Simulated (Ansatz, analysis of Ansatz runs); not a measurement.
# Reproducing a measured local vibrational mode: Al-H pair in alpha-quartz, part 2 of 2

Aim: the local vibrational mode of the Al-H pair in alpha-quartz, to be set beside the measurement. Set-up: PBE, 72-site cell, PBE lattice, 420 eV, k: the single point 1/4 1/4 1/4. The model is a cell of 72 host atoms with Al put on another atom's site and H put in between. The frequencies come from force constants among the defect atom and its neighbours, with the masses of the isotopes named. A local or semilocal functional is the cheapest first rung.

Ansatz 0.2.0; PBE, 72-site cell, PBE lattice, 420 eV, k: the single point 1/4 1/4 1/4.

So far: Set-up; Relaxation, charge 0.

### Step 2. Relaxation, charge 0 (continued)

Level of this step: plane-wave PAW DFT, PBE; relaxation of all atoms of a defect supercell (Ansatz).

The steps of the relaxation:

```csv
step,energy less that of the first step (eV),largest force component (eV/Å)
1,0.0000,26.3276
2,-4.7153,13.4998
3,-7.9518,6.1492
4,-9.1494,2.2089
5,-9.6315,1.7891
6,-9.9231,1.1184
7,-10.0988,0.5984
8,-10.1861,0.2905
9,-10.2124,0.3821
10,-10.2208,0.2005
11,-10.2279,0.1010
12,-10.2346,0.2044
13,-10.2362,0.4783
14,-10.2484,0.1284
15,-10.2500,0.0495
16,-10.2505,0.0190
17,-10.2506,0.0094
```

The atoms that moved most (Å, from the sites as typed, ahead of the random displacement, the mean shift of all atoms taken out):

```csv
atom,dx,dy,dz,length
H73,-1.113,-0.068,0.914,1.442
O4,-0.246,-0.238,0.017,0.343
O15,0.241,-0.159,-0.170,0.335
O63,0.242,0.054,-0.087,0.263
O52,0.183,-0.048,0.100,0.214
O16,0.038,-0.004,0.192,0.196
O31,0.117,0.133,-0.059,0.186
O5,-0.128,0.088,0.057,0.165
```

The atoms nearest to the centre after the run:

```csv
atom,distance (Å)
O4,0.569
Al12,1.426
H73,1.448
Si1,1.997
O15,2.406
O9,2.414
O16,2.570
O5,2.738
```

Neighbours of the added atoms: H73: O4 0.99, O63 2.06, Si1 2.27 Å.

Numbers from this step:

```yaml
free_energy: -42495.4007 eV
```

The relaxation ends 140 meV an atom lower than the displaced start, with a largest force component of 0.0094 eV/Å.

### Step 3. Local vibrational modes

A local mode lives on the defect and the atoms next to it, so only the sites listed in the input are displaced, which costs far fewer SCF runs than the whole cell would.

This step: plane-wave PAW DFT, PBE; finite-displacement force constants among the atoms nearest to a defect, the others at rest.

Input file modes/input.yaml:

```yaml
crystal:
  lattice:
    - [10.03667689, 0.0, 0.0]
    - [-5.01833844, 8.69201715, 0.0]
    - [0.0, 0.0, 11.01794812]
  atoms:
    - { symbol: Si, position: [0.229276992, -0.011833718, 0.330418456] }
    - { symbol: Si, position: [0.000487376, 0.243734362, 0.162410566] }
[... 1 atom line left out ...]
    - { symbol: O, position: [0.168727394, 0.100767729, 0.398881746] }
    - { symbol: O, position: [0.363947563, 0.089303124, 0.235813301] }
[... 3 atom lines left out ...]
    - { symbol: O, position: [0.296189821, 0.428427023, 0.428448261] }
[... 2 atom lines left out ...]
    - { symbol: Al, position: [0.268726662, 0.270684855, 0.508339264] }
[... 2 atom lines left out ...]
    - { symbol: O, position: [0.435431907, 0.274585556, 0.548594198] }
    - { symbol: O, position: [0.131352934, 0.206811576, 0.620485212] }
[... 2 atom lines left out ...]
    - { symbol: Si, position: [0.237924391, 0.503485558, 0.329565865] }
[... 6 atom lines left out ...]
    - { symbol: O, position: [0.074874572, 0.859256819, 0.264874942] }
    - { symbol: O, position: [0.289960054, 0.921435756, 0.436564518] }
[... 35 atom lines left out ...]
    - { symbol: O, position: [0.819719912, 0.927130105, 0.428502354] }
[... 9 atom lines left out ...]
    - { symbol: H, position: [0.055853701, 0.045461273, 0.410167368] }
basis:
  ecutwfc: 420
  xc_grid: 2
hamiltonian:
  xc: pbe
kpoints:
  mp_grid: { grid: [1, 1, 1], shift: [0.25, 0.25, 0.25] }
scf:
  occupations: { method: fermi_dirac, width: 0.01 }
  max_iter: 120
output: {}
checkpoint:
  read: "../relax.run"
phonons:
  supercell: [1, 1, 1]
  displaced_sites: [0, 3, 11, 62, 72]
```

Run with:

```
> ansatz run input.yaml --threads 2 --pin off --max-ram 3768MiB --backend cpu --events-out ev --progress --plain --runs-dir out
```

Numbers of over 12 decimals in the logs are rounded to 6 here.

Log:

```text
[...]
Crystal: 73 atoms, lattice volume = 961.194 Å³
Basis set: ecut = 420 eV, 18781 PW (Γ), exchange–correlation on 144×144×150 points (8 copies of the dense FFT grid, shifted against one another)
Bands: 265, of which v1, the nominal top of the filled ones, is band 192 counted from 1 (191 counted from 0)
Symmetry: 1 space group operations
k-points: 1
[...]
iter 1 solved again at ethr=2.35e-11 eV; its pass at ethr=3.10e-3 eV (dr2=9.01e-8 eV) is discarded
[...]
SCF iter   6: F=-42495.400715 eV  HF=-42495.400715 eV  |F-HF|=7.28e-12  |Δ(HF+E_count)|=    0.00e0  Δρ=2.30e-8  dr2=4.63e-12  ethr=1.00e-12  ⟨swp⟩=4.0  Hψ=785  notcnv=0
SCF 1 converged in 6 iterations: F = -42495.400715 eV  dr2 = 4.63e-12
[...]
SCF 2 converged in 9 iterations: F = -42495.400601 eV  dr2 = 8.09e-13
[...]
symmetry images taken by strict's conditions (phonons.symmetry_images: auto; settled by no image being taken that strict refuses)
  force constants formed among 5 of 73 sites (Si 0, O 3, Al 11, O 62, H 72); the other 68 at rest. The modes move the named sites alone.
  the frequencies, the zero-point energy and the sums are of the block with the acoustic sum rule laid on its rows. Row sums over every site: 2.0e-4 eV/Å² at the most
  transpose residual: 4.6e-4 eV/Å²
  largest component of a force at the reference: 9.3e-3 eV/Å on a named site, 5.9e-3 eV/Å on a site at rest
  frequencies among the named sites at Γ of the cell (cm⁻¹): 254.36 288.09 313.37 347.63 426.36 521.25 536.12 600.69 607.36 693.79 703.46 787.02 921.91 1170.83 3382.28
  unstable modes among the named sites: 0
  frequencies as built, with no sum rule (cm⁻¹): 254.35 288.09 313.37 347.62 426.36 521.25 536.10 600.69 607.36 693.79 703.46 787.02 921.91 1170.82 3382.27
  zero-point energy: 0.716290 eV/cell   skipped modes (ω ≤ 0): 0
  not written: the harmonic force-constant file, the file of eigenvectors (these modes' are written with the force constants), the density of states and the dispersion, which are of every site
[key lines of the parts left out:]
SCF converged after 6 iterations
Free energy (F): -42495.400715 eV
Fermi energy:    5.316678 eV
```

The job ended after 6.7 min (2 threads of Intel Xeon Platinum 8375C at 2.90GHz (Ice Lake), shared host; peak memory 1.7 GiB; 13 min of CPU time).

Reading the cycles: dr2 is the Hartree energy of the density residual (eV), the measure of convergence; HF is the Harris–Foulkes estimate of the energy, which meets the free energy F at convergence.

Numbers from this step:

```yaml
free_energy: -42495.4007 eV
```

The modes with the largest weight on the probed atoms (the light atom of a pair), for the masses of each isotope. Modes of the displaced atoms (local only where they lie over the host's phonons):

```csv
isotopes,mode (cm⁻¹),share of the defect atoms
H,3382,0.941
H,1171,0.886
H,536.1,0.689
D,2464,0.885
D,896.3,0.514
D,404.4,0.763
```

### Step 4. What came out

| Item | Value |
| --- | --- |
| distance from the defect atom to its nearest neighbour | 0.989 Å |
| O-H stretch, 1H | 3383 cm⁻¹ |
| time of the whole chain | 10 min on 2 threads |

O-H stretch, 1H: computed 3383 cm⁻¹, measured 3378 cm⁻¹ and 3313 cm⁻¹; 5 cm⁻¹ (0 %) above the nearest measurement. The computed value is harmonic, while the measured line is the anharmonic fundamental, which for X–H stretches usually lies a few per cent lower. Only the named neighbours move, so modes near the host's band are approximate.

[Logs are printed without paths, hosts, clocks, repeated set-up lines and the standing remarks that a program may print on its own settings, such as how far it seeks lower states.]

[Hosts, paths, dates, database ids (printed as entryN), source tags and the programs' standing remarks are cut or masked in the printed files.]

[For some hosts the program warned that the k-mesh of the response run may be too coarse for force constants and the static dielectric constant; such warnings are not shown here.]
